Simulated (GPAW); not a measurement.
MgO (Fm-3m): refractive index against wavelength

The refractive index of MgO (Fm-3m) below the direct gap (4.74 eV on the mesh) is read from one computed spectrum, n = √(Re ε).

Cell: a, b, c = 2.982, 2.982, 2.982 Å (primitive vectors), 2 atoms.

Method: GPAW 26.7.0, PBE, RPA, k-mesh 14×14×14, local fields up to 60 eV, Lorentzian half width 0.2 eV.

Launch of the response step: `OMP_NUM_THREADS=1 python df.py`. The run took 19 s, its band step included, on 1 thread of Arm Neoverse V2 (shared host).

```
wavelength (nm)  photon energy E (eV)       n
            850                 1.459  1.7561
            700                 1.771  1.7625
            633                 1.959  1.7670
            532                 2.331  1.7778
            450                 2.755  1.7934
            405                 3.061  1.8074
            365                 3.397       ?
```

In the single-oscillator model n² − 1 = E₀E_d/(E₀² − E²), so 1/(n² − 1) = E₀/E_d − E²/(E₀E_d) is linear in E².

Working, on the rows shown:

| x = E² (eV²) | y = 1/(n² − 1) |
| --- | --- |
| 2.12762 | 0.479872 |
| 3.13716 | 0.474742 |
| 3.83641 | 0.471189 |
| 5.43137 | 0.46284 |
| 7.59115 | 0.451206 |
| 9.37179 | 0.441171 |

Means: x̄ = 5.2493, ȳ = 0.4635. Σ(x − x̄)(y − ȳ) = -0.2067, Σ(x − x̄)² = 38.71. Slope = -0.2067 / 38.71 = -0.005339; intercept = ȳ − slope · x̄ = 0.49153. Turned back into n, the line misses the rows shown by at most 0.00046.

**Question.** What does the fit predict for the withheld row, and how well does it do?

**Answer.** At x = 11.538 the line gives y = 0.42993, that is 1.8237. The run gave 1.8261, so the extrapolation is off by 0.0024, 3 % of the range in the table.

Refitted with all rows, the slope is -0.005457 and the intercept 0.49203. These give E₀ = √(intercept/−slope) = 9.50 eV and E_d = E₀/intercept = 19.3 eV; E₀ is 2.0 times the direct gap. The electronic limit at long wavelengths, without lattice vibrations, is n = √(1 + 1/intercept) = 1.741. The cell comes from an older database entry, whose edges can be off by a per cent or so. Excitons are left out; PBE gaps are as a rule too small. The values come from a sum over the points of one k-mesh and carry its error, which grows as the direct gap shrinks. This version of GPAW has incomplete matrix elements in the optical limit, which can lower ε − 1 by up to a tenth where first-row anions or d states rule. The local-field cutoff holds few shells of reciprocal vectors for this small cell, so ε∞ can read a few per cent high.

[Logs are printed without paths, hosts, clocks, repeated set-up lines and the standing remarks that a program may print on its own settings, such as how far it seeks lower states.]
